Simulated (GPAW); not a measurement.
# C K-edge XANES of YCoC (P4/mmm)

Aim: the near-edge shape at the C K edge of YCoC (P4/mmm), and what the core hole does to it.

Calculated with GPAW 26.7.0; X-ray absorption from dipole matrix elements to empty bands, plane-wave PAW LDA.

Report form: the programs' logs are mostly left out.

### 1. The structure

It takes space group P4/mmm (No. 123, tetragonal). Conventional cell: a = 3.568 Å, b = 3.568 Å, c = 3.619 Å, α = 90.00°, β = 90.00°, γ = 90.00°. Nearest to Y lie 4 C at 2.52 Å. Co has 2 C at 1.81 Å nearest. Nearest to C lie 2 Co at 1.81 Å and 4 Y at 2.52 Å. Farther neighbours are not listed.

Structure file:

```xyz
3
Lattice="3.5679 0.0000 0.0000 0.0000 3.5679 0.0000 0.0000 0.0000 3.6191" Properties=species:S:1:pos:R:3 pbc="T T T"
Y     0.0000    0.0000    0.0000
Co    1.7840    1.7840    1.8096
C     1.7840    1.7840    0.0000
```

### 2. Ground state of the crystal

A plain self-consistent run shows whether there is a gap and which moments survive; both decide the set-up of the core-hole run.

The input, scf.py:

```python
import numpy as np
from ase import Atoms
from ase.parallel import parprint, paropen
from gpaw import GPAW, PW, FermiDirac, Mixer, MixerDif, setup_paths
from gpaw.test import gen
setup_paths.insert(0, '.')
gen('C', name='nch1s', xcname='LDA', corehole=(1, 0, 0), write_xml=True)
from gpaw.mpi import world
world.barrier()

atoms = Atoms('YCoC',
    cell=[[3.567933, 0, 0],
     [0, 3.567933, 0],
     [0, 0, 3.619114]],
    scaled_positions=[[0, 0, 0],
     [0.5, 0.5, 0.5],
     [0.5, 0.5, 0]],
    magmoms=[0.0, 3.0, 0.0],
    pbc=True)
atoms.calc = calc = GPAW(legacy_gpaw=True, mode=PW(430, force_complex_dtype=True), xc='LDA', setups={2: 'nch1s'},
    kpts={'size': (7, 7, 7), 'gamma': True}, occupations=FermiDirac(0.05),
    charge=0, mixer=MixerDif(0.05, 8, 50), maxiter=150,
    convergence={'density': 0.0001, 'eigenstates': 1e-6}, txt='scf.txt')
energy = atoms.get_potential_energy() + calc.get_reference_energy()
ef = calc.get_fermi_level()
out = dict(energy=energy, fermi=ef, forces=atoms.get_forces().tolist(), magmoms=atoms.get_magnetic_moments().tolist())
parprint(f'all-electron energy {energy:.4f} eV, Fermi level {ef:.4f} eV')
ev = np.array([[calc.get_eigenvalues(k, s) for k in range(len(calc.get_ibz_k_points()))] for s in range(calc.get_number_of_spins())])
out['homo'], out['lumo'], out['counts'] = ev[ev < ef].max(), ev[ev > ef].min(), sorted(set((ev < ef).sum((0, 2)).tolist()))
out['filled'] = (ev[:, 0] < ef).sum(1).tolist()
import json
with paropen('out.json', 'w') as f:
    json.dump(out, f)
```

On the command line:

```sh
OMP_NUM_THREADS=1 mpirun -n 4 gpaw python scf.py
```

Run time: 10 s. Hardware: 4 MPI ranks of Intel Xeon Platinum 8559C (Emerald Rapids), shared host; peak memory 0.21 GiB.

The mesh shows no gap, so the system is treated as a metal and the core electron is put at the Fermi level (neutral cell).

### 3. Spectrum without a core hole, C atom 3

Without a hole the spectrum is the empty density of states of the right symmetry on the absorber, weighted by matrix elements. It needs only the small cell and serves as the baseline. The data set with a hole of occupation 0 only carries the core orbital.

The absorber has 2 Co at 1.81 Å (linear, site symmetry 4/mmm).

The input, xas.py:

```python
import numpy as np
from ase import Atoms
from ase.parallel import parprint, paropen
from gpaw import GPAW, PW, FermiDirac, Mixer, MixerDif, setup_paths
from gpaw.test import gen
setup_paths.insert(0, '.')
gen('C', name='nch1s', xcname='LDA', corehole=(1, 0, 0), write_xml=True)
from gpaw.mpi import world
world.barrier()

atoms = Atoms('YCoC',
    cell=[[3.567933, 0, 0],
     [0, 3.567933, 0],
     [0, 0, 3.619114]],
    scaled_positions=[[0, 0, 0],
     [0.5, 0.5, 0.5],
     [0.5, 0.5, 0]],
    magmoms=[0.0, 3.0, 0.0],
    pbc=True)
atoms.calc = calc = GPAW(legacy_gpaw=True, mode=PW(430, force_complex_dtype=True), xc='LDA', setups={2: 'nch1s'},
    kpts={'size': (10, 10, 9), 'gamma': True}, occupations=FermiDirac(0.1),
    charge=0, mixer=MixerDif(0.05, 8, 50), maxiter=150,
    convergence={'density': 0.0001, 'eigenstates': 1e-6}, txt='scf.txt')
energy = atoms.get_potential_energy() + calc.get_reference_energy()
ef = calc.get_fermi_level()
out = dict(energy=energy, fermi=ef, forces=atoms.get_forces().tolist(), magmoms=atoms.get_magnetic_moments().tolist())
parprint(f'all-electron energy {energy:.4f} eV, Fermi level {ef:.4f} eV')
ev = np.array([[calc.get_eigenvalues(k, s) for k in range(len(calc.get_ibz_k_points()))] for s in range(calc.get_number_of_spins())])
out['homo'], out['lumo'], out['counts'] = ev[ev < ef].max(), ev[ev > ef].min(), sorted(set((ev < ef).sum((0, 2)).tolist()))
out['filled'] = (ev[:, 0] < ef).sum(1).tolist()

from ase.units import Ha
from gpaw.xas import dipole_matrix_elements
nb = int(calc.get_number_of_electrons() / 2) + 41
top = nb
nscf = calc.fixed_density(kpts={'size': (6, 6, 6), 'gamma': True},
    convergence={'eigenstates': 1.0}, txt='nscf.txt')
nscf.diagonalize_full_hamiltonian(nbands=nb)
cell = atoms.cell.array
ops = [cell.T @ U.T @ np.linalg.inv(cell.T) for U in nscf.wfs.kd.symmetry.op_scc]
E = np.arange(-25, 34, 0.1)
fwhm = np.interp(E, [4, 25], [0.9, 3.5])
Y, X, zero, highest = 0, 0, 1e9, 1e9
for spin in range(nscf.get_number_of_spins()):
    wfs = nscf.wfs
    mine = wfs.bd.get_slice()  # this rank's bands
    A = dipole_matrix_elements(wfs.setups[2])
    eps = np.zeros((wfs.kd.nibzkpts, nb))
    d = np.zeros((3, A.shape[1], wfs.kd.nibzkpts, nb), complex)
    for kpt in wfs.kpt_u:
        if kpt.s == spin and 2 in kpt.P_ani:
            eps[kpt.k, mine] = kpt.eps_n * Ha
            d[:, :, kpt.k, mine] = (kpt.weight * wfs.nspins / 2) ** 0.5 * np.inner(A, kpt.P_ani[2])
    world.sum(eps)
    world.sum(d)
    T = np.einsum('amkn,bmkn->abkn', d, d.conj()).real
    T = sum(np.einsum('ai,ijkn,bj->abkn', R, T, R) for R in ops) / len(ops)
    empty = eps > ef
    zero, highest = min(zero, eps[empty].min()), min(highest, eps[:, top - 1].min())
    lines = [(eps, T, empty)] if spin == 0 else lines + [(eps, T, empty)]
for eps, T, empty in lines:
    f = np.einsum('aakn->akn', T).reshape(3, -1)
    x = eps.ravel() - zero
    w = np.interp(x, E, fwhm) / 2.35482
    g = np.exp(-0.5 * ((E[:, None] - x) / w) ** 2) / (w * (2 * np.pi) ** 0.5)
    Y = Y + (f * empty.ravel()) @ g.T
    X = X + (f * ~empty.ravel()) @ g.T
out.update(E=E.round(2).tolist(), xas=Y.tolist(), xes=X.tolist(), zero=zero, valid=highest - zero, nk=len(eps), nb=nb)
for i in range(0, len(E), 10):
    parprint(f'{E[i]:7.2f}', *(f'{v:10.3e}' for v in Y[:, i]))
import json
with paropen('out.json', 'w') as f:
    json.dump(out, f)
```

On the command line:

```sh
OMP_NUM_THREADS=1 mpirun -n 4 gpaw python xas.py
```

Run time: 55 s. Hardware: 4 MPI ranks; peak memory 0.34 GiB.

The C K spectrum, C atom 3, no core hole (energy from the lowest empty level; intensity scaled to a mean of 1 over the first 20 eV; polarised curves are means over the symmetry-equivalent atoms):

```csv
E (eV),isotropic,ε ⊥ c,ε ∥ c
-2.0,0.00,0.00,0.00
-1.4,0.00,0.00,0.00
-0.8,0.02,0.02,0.00
-0.2,0.25,0.35,0.06
0.4,0.93,1.32,0.14
1.0,1.26,1.79,0.18
1.6,1.13,1.56,0.28
2.2,0.76,1.01,0.26
2.8,0.64,0.80,0.32
3.4,0.73,0.91,0.35
4.0,0.94,0.97,0.87
4.6,1.41,0.90,2.43
5.2,1.63,1.10,2.70
5.8,1.14,1.12,1.16
6.4,0.79,0.89,0.59
7.0,0.98,1.23,0.50
7.6,1.38,1.85,0.44
8.2,1.60,2.21,0.38
8.8,1.57,2.17,0.37
9.4,1.58,2.12,0.51
10.0,1.66,2.04,0.92
10.6,1.71,1.85,1.42
11.2,1.63,1.57,1.75
11.8,1.45,1.22,1.90
12.4,1.23,0.94,1.82
13.0,1.01,0.77,1.51
13.6,0.79,0.64,1.09
14.2,0.58,0.51,0.73
14.8,0.44,0.42,0.47
15.4,0.35,0.36,0.33
16.0,0.31,0.33,0.28
16.6,0.31,0.30,0.33
17.2,0.36,0.27,0.53
17.8,0.47,0.27,0.86
18.4,0.63,0.31,1.27
19.0,0.79,0.38,1.60
19.6,0.89,0.48,1.72
20.2,0.94,0.61,1.61
20.8,0.98,0.77,1.38
21.4,1.02,0.95,1.16
22.0,1.05,1.09,0.98
22.6,1.07,1.17,0.85
23.2,1.04,1.18,0.75
23.8,0.97,1.12,0.66
24.4,0.88,1.03,0.59
25.0,0.81,0.95,0.53
25.6,0.75,0.89,0.47
26.2,0.70,0.84,0.43
26.8,0.67,0.80,0.41
27.4,0.64,0.75,0.41
28.0,0.62,0.71,0.43
28.6,0.61,0.68,0.47
29.2,0.62,0.67,0.52
29.8,0.65,0.68,0.58
30.4,0.67,0.69,0.64
31.0,0.69,0.70,0.68
31.6,0.71,0.70,0.72
```

Main maxima below 24 eV (height): 0.9 eV (1.26), 5.1 eV (1.64), 8.3 eV (1.60), 10.6 eV (1.71) and 22.5 eV (1.07). A K edge sees empty p states; the first features are C p mixed into the empty d states of the Co neighbours, and the broad ones above probably into the cations' higher empty bands.

The same matrix elements for filled bands give the C K emission of C atom 3 (ground-state approximation; energy from the lowest empty level, largest value 1):

```csv
E (eV),emission
-24.00,0.00
-23.25,0.00
-22.50,0.00
-21.75,0.01
-21.00,0.00
-20.25,0.00
-19.50,0.00
-18.75,0.00
-18.00,0.00
-17.25,0.00
-16.50,0.00
-15.75,0.00
-15.00,0.00
-14.25,0.00
-13.50,0.00
-12.75,0.00
-12.00,0.00
-11.25,0.00
-10.50,0.01
-9.75,0.01
-9.00,0.00
-8.25,0.00
-7.50,0.00
-6.75,0.00
-6.00,0.06
-5.25,0.26
-4.50,0.68
-3.75,0.79
-3.00,0.97
-2.25,0.67
-1.50,0.38
-0.75,0.37
0.00,0.23
0.75,0.01
1.50,0.00
2.25,0.00
3.00,0.00
```

Emission maxima: -2.8 eV (1.00).

### 4. Reference energy of the supercell

The photon energy needs a difference of total energies, so the cell and mesh of the coming hole run are first run without a hole.

scf.py: that of step 2 with these lines changed.

```diff
@@ -10,13 +10,22 @@
 
-atoms = Atoms('YCoC',
-    cell=[[3.567933, 0, 0],
-     [0, 3.567933, 0],
-     [0, 0, 3.619114]],
+atoms = Atoms('Y4Co4C4',
+    cell=[[3.567933, 3.567933, 3.619114],
+     [-3.567933, 3.567933, -3.619114],
+     [-3.567933, 3.567933, 3.619114]],
     scaled_positions=[[0, 0, 0],
+     [0.5, 0.5, 0],
+     [0, 0.5, 0.5],
+     [0.5, 0, 0.5],
+     [0.5, 0, 0],
+     [0, 0.5, 0],
      [0.5, 0.5, 0.5],
-     [0.5, 0.5, 0]],
-    magmoms=[0.0, 3.0, 0.0],
+     [0, 0, 0.5],
+     [0.5, 0.25, 0.75],
+     [0, 0.75, 0.75],
+     [0.5, 0.75, 0.25],
+     [0, 0.25, 0.25]],
+    magmoms=[0.0, 0.0, 0.0, 0.0, 3.0, 3.0, 3.0, 3.0, 0.0, 0.0, 0.0, 0.0],
     pbc=True)
-atoms.calc = calc = GPAW(legacy_gpaw=True, mode=PW(430, force_complex_dtype=True), xc='LDA', setups={2: 'nch1s'},
-    kpts={'size': (7, 7, 7), 'gamma': True}, occupations=FermiDirac(0.05),
+atoms.calc = calc = GPAW(legacy_gpaw=True, mode=PW(430, force_complex_dtype=True), xc='LDA', setups={8: 'nch1s'},
+    kpts={'size': (3, 3, 3), 'gamma': True}, occupations=FermiDirac(0.1),
     charge=0, mixer=MixerDif(0.05, 8, 50), maxiter=150,
```

On the command line:

```sh
OMP_NUM_THREADS=1 mpirun -n 4 gpaw python scf.py
```

Run time: 34 s. Hardware: 4 MPI ranks; peak memory 0.4 GiB; 2.2 min of CPU time.

Reference energy: -523481.380 eV with the cores included.

### 5. Spectrum with XCH, C atom 3

The holes are 6.2 Å apart. In GPAW the data set carries the hole's charge, so charge=0 means a charged cell and charge=-1 a neutral one. The excited electron is kept in the cell, where it fills the lowest empty states and screens the hole. After the field has converged, empty bands are computed with the density fixed and the dipole matrix elements are summed.

xas.py: that of step 3 with these lines changed.

```diff
@@ -6,3 +6,3 @@
 setup_paths.insert(0, '.')
-gen('C', name='nch1s', xcname='LDA', corehole=(1, 0, 0), write_xml=True)
+gen('C', name='fch1s', xcname='LDA', corehole=(1, 0, 1), write_xml=True)
 from gpaw.mpi import world
@@ -10,14 +10,23 @@
 
-atoms = Atoms('YCoC',
-    cell=[[3.567933, 0, 0],
-     [0, 3.567933, 0],
-     [0, 0, 3.619114]],
+atoms = Atoms('Y4Co4C4',
+    cell=[[3.567933, 3.567933, 3.619114],
+     [-3.567933, 3.567933, -3.619114],
+     [-3.567933, 3.567933, 3.619114]],
     scaled_positions=[[0, 0, 0],
+     [0.5, 0.5, 0],
+     [0, 0.5, 0.5],
+     [0.5, 0, 0.5],
+     [0.5, 0, 0],
+     [0, 0.5, 0],
      [0.5, 0.5, 0.5],
-     [0.5, 0.5, 0]],
-    magmoms=[0.0, 3.0, 0.0],
+     [0, 0, 0.5],
+     [0.5, 0.25, 0.75],
+     [0, 0.75, 0.75],
+     [0.5, 0.75, 0.25],
+     [0, 0.25, 0.25]],
+    magmoms=[0.0, 0.0, 0.0, 0.0, 3.0, 3.0, 3.0, 3.0, 0.0, 0.0, 0.0, 0.0],
     pbc=True)
-atoms.calc = calc = GPAW(legacy_gpaw=True, mode=PW(430, force_complex_dtype=True), xc='LDA', setups={2: 'nch1s'},
-    kpts={'size': (10, 10, 9), 'gamma': True}, occupations=FermiDirac(0.1),
-    charge=0, mixer=MixerDif(0.05, 8, 50), maxiter=150,
+atoms.calc = calc = GPAW(legacy_gpaw=True, mode=PW(430, force_complex_dtype=True), xc='LDA', setups={8: 'fch1s'},
+    kpts={'size': (3, 3, 3), 'gamma': True}, occupations=FermiDirac(0.1),
+    charge=-1, mixer=MixerDif(0.05, 8, 50), maxiter=150,
     convergence={'density': 0.0001, 'eigenstates': 1e-6}, txt='scf.txt')
@@ -33,10 +42,9 @@
 from gpaw.xas import dipole_matrix_elements
-nb = int(calc.get_number_of_electrons() / 2) + 41
-top = nb
-nscf = calc.fixed_density(kpts={'size': (6, 6, 6), 'gamma': True},
-    convergence={'eigenstates': 1.0}, txt='nscf.txt')
-nscf.diagonalize_full_hamiltonian(nbands=nb)
+nb = int(calc.get_number_of_electrons() / 2) + 152
+top, nb = nb, nb + 8 + nb // 12
+nscf = calc.fixed_density(kpts={'size': (4, 4, 4), 'gamma': True}, nbands=nb,
+    convergence={'bands': top, 'eigenstates': 5e-3}, maxiter=60, txt='nscf.txt')
 cell = atoms.cell.array
 ops = [cell.T @ U.T @ np.linalg.inv(cell.T) for U in nscf.wfs.kd.symmetry.op_scc]
-E = np.arange(-25, 34, 0.1)
+E = np.arange(-6, 34, 0.1)
 fwhm = np.interp(E, [4, 25], [0.9, 3.5])
@@ -46,3 +54,3 @@
     mine = wfs.bd.get_slice()  # this rank's bands
-    A = dipole_matrix_elements(wfs.setups[2])
+    A = dipole_matrix_elements(wfs.setups[8])
     eps = np.zeros((wfs.kd.nibzkpts, nb))
@@ -50,5 +58,5 @@
     for kpt in wfs.kpt_u:
-        if kpt.s == spin and 2 in kpt.P_ani:
+        if kpt.s == spin and 8 in kpt.P_ani:
             eps[kpt.k, mine] = kpt.eps_n * Ha
-            d[:, :, kpt.k, mine] = (kpt.weight * wfs.nspins / 2) ** 0.5 * np.inner(A, kpt.P_ani[2])
+            d[:, :, kpt.k, mine] = (kpt.weight * wfs.nspins / 2) ** 0.5 * np.inner(A, kpt.P_ani[8])
     world.sum(eps)
```

On the command line:

```sh
OMP_NUM_THREADS=1 mpirun -n 4 gpaw python xas.py
```

Wall time 3.1 min (4 MPI ranks); peak memory 0.65 GiB; 12 min of CPU time.

The C K spectrum, C atom 3, excited-electron core hole (neutral cell) (energy from the lowest empty level; intensity scaled to a mean of 1 over the first 20 eV; polarised curves are means over the symmetry-equivalent atoms):

```csv
E (eV),isotropic,ε ⊥ c,ε ∥ c
-2.00,0.00,0.00,0.00
-1.25,0.00,0.00,0.00
-0.50,0.08,0.10,0.02
0.25,0.79,1.12,0.13
1.00,1.37,1.93,0.24
1.75,0.85,1.11,0.33
2.50,0.66,0.78,0.43
3.25,1.14,1.09,1.24
4.00,1.57,1.15,2.42
4.75,1.89,1.48,2.70
5.50,1.11,1.32,0.69
6.25,1.11,1.42,0.49
7.00,1.55,2.08,0.51
7.75,1.71,2.33,0.47
8.50,1.53,2.01,0.58
9.25,1.26,1.42,0.93
10.00,1.33,1.18,1.63
10.75,1.34,0.98,2.07
11.50,1.14,0.73,1.94
12.25,0.90,0.59,1.52
13.00,0.63,0.47,0.95
13.75,0.42,0.38,0.50
14.50,0.33,0.35,0.30
15.25,0.29,0.30,0.25
16.00,0.29,0.27,0.33
16.75,0.40,0.27,0.67
17.50,0.60,0.30,1.21
18.25,0.80,0.37,1.66
19.00,0.90,0.50,1.70
19.75,0.94,0.72,1.38
20.50,0.99,0.98,1.01
21.25,1.05,1.19,0.77
22.00,1.05,1.25,0.65
22.75,0.96,1.16,0.57
23.50,0.84,1.01,0.51
24.25,0.74,0.88,0.45
25.00,0.67,0.80,0.40
25.75,0.62,0.75,0.38
26.50,0.59,0.69,0.38
27.25,0.56,0.64,0.42
28.00,0.56,0.61,0.46
28.75,0.58,0.61,0.52
29.50,0.62,0.64,0.59
30.25,0.67,0.66,0.68
31.00,0.70,0.67,0.76
31.75,0.71,0.66,0.80
```

Main maxima below 24 eV (height): 0.9 eV (1.37), 4.5 eV (1.96), 7.9 eV (1.72), 10.4 eV (1.37) and 21.6 eV (1.06). 

The total-energy difference is 278.15 eV.

### 6. With and without the hole

Both curves are counted from their own zero, so only the shift of weight within the empty states shows.

```csv
E (eV),no hole,XCH
-2.0,0.00,0.00
-1.0,0.00,0.00
0.0,0.44,0.46
1.0,1.26,1.37
2.0,0.90,0.69
3.0,0.66,1.00
4.0,0.94,1.57
5.0,1.63,1.68
6.0,0.96,0.98
7.0,0.98,1.55
8.0,1.56,1.71
9.0,1.56,1.30
10.0,1.66,1.33
11.0,1.67,1.29
12.0,1.38,0.98
13.0,1.01,0.63
14.0,0.65,0.38
15.0,0.40,0.30
16.0,0.31,0.29
17.0,0.34,0.46
18.0,0.52,0.74
19.0,0.79,0.90
20.0,0.93,0.95
21.0,0.99,1.03
22.0,1.05,1.05
23.0,1.05,0.92
24.0,0.94,0.77
25.0,0.81,0.67
26.0,0.72,0.61
27.0,0.66,0.57
28.0,0.62,0.56
29.0,0.62,0.59
30.0,0.66,0.65
31.0,0.69,0.70
32.0,0.71,0.70
```

With each curve scaled to its own mean, the area from −2 to 6 eV with the hole is 7.2 against 6.4, and the centre of weight from −1 to 20 eV moves by -0.4 eV (first and strongest maxima below 20 eV: 0.9 eV (1.26), 5.1 eV (1.64), 8.3 eV (1.60) and 10.6 eV (1.71) without the hole, 0.9 eV (1.37), 4.5 eV (1.96) and 7.9 eV (1.72) with it); the shape changes all the same, by 26 % r.m.s.

### 7. Runs not followed above

These runs aren't followed: redraws of a spectrum that repeat one shown, runs with a planted fault or a state judged unsound, or a program's part that gave no sound spectrum.

| program | step | status | elapsed |
| --- | --- | --- | --- |
| GPAW | spectrum with XCH | converged | 3 min |

### 8. Outcome

```
absorber and edge                                    : C K, atom 3 of the ground-state input (counted from 1)
surroundings                                         : 2 Co at 1.81 Å (linear, site symmetry 4/mmm)
highest intensity below 16 eV                        : 4.5 eV above the zero, height 1.96
photon energy of the zero (spin-polarised hole, raw) : 278.1 eV (LDA puts this hole about 3 eV below PBE, itself good to a few eV)
```

**Reading.** The C K edge of atom 3, with 2 Co at 1.81 Å (linear, site symmetry 4/mmm), has its highest intensity of the first 16 eV at 4.5 eV above the zero, near 283 eV in photon energy (LDA puts this hole about 3 eV below PBE, itself good to a few eV), 2.0 times the mean level of the first 20 eV (Gaussian full width 0.9 eV up to 4 eV, rising linearly to 3.5 eV at 25 eV). With each curve scaled to its own mean, the area from −2 to 6 eV with the hole is 7.2 against 6.4, and the centre of weight from −1 to 20 eV moves by -0.4 eV (first and strongest maxima below 20 eV: 0.9 eV (1.26), 5.1 eV (1.64), 8.3 eV (1.60) and 10.6 eV (1.71) without the hole, 0.9 eV (1.37), 4.5 eV (1.96) and 7.9 eV (1.72) with it); the shape changes all the same, by 26 % r.m.s. At the C K edge of atom 3 polarisation matters most near 4.4 eV, where the curves differ by 2.0 on this scale. 1 further run of this session is left out of this account as redundant. The hole lies in one spin channel, while the script sums the empty states of both and takes the lower zero; where the two channels are split, this blurs and shifts the curve. The starting moments shrank to 0.00 μB or less, so this is hardly a magnetic state. The holes are only 6.2 Å apart, so the shape is probably not converged with cell size; no larger cell was run here. The mesh is coarse (0.31 Å⁻¹ between points), so small maxima may be mesh ripples. The structure is a computed Materials Project entry and may be a hypothetical form.

[Logs are printed without paths, hosts, clocks, repeated set-up lines and the standing remarks that a program may print on its own settings, such as how far it seeks lower states.]

[Hosts, paths, dates, database ids (printed as entryN), source tags and the programs' standing remarks are cut or masked in the printed files.]

[Lists of maxima count a maximum above −3 eV only where it reaches 4 % of the highest in the window and stands out from its surroundings by 2 % of it (1.5 % where it reaches 55 %); shoulders and weaker maxima are passed over, and of the rest the first, up to two pre-edge ones and the few strongest are named.]
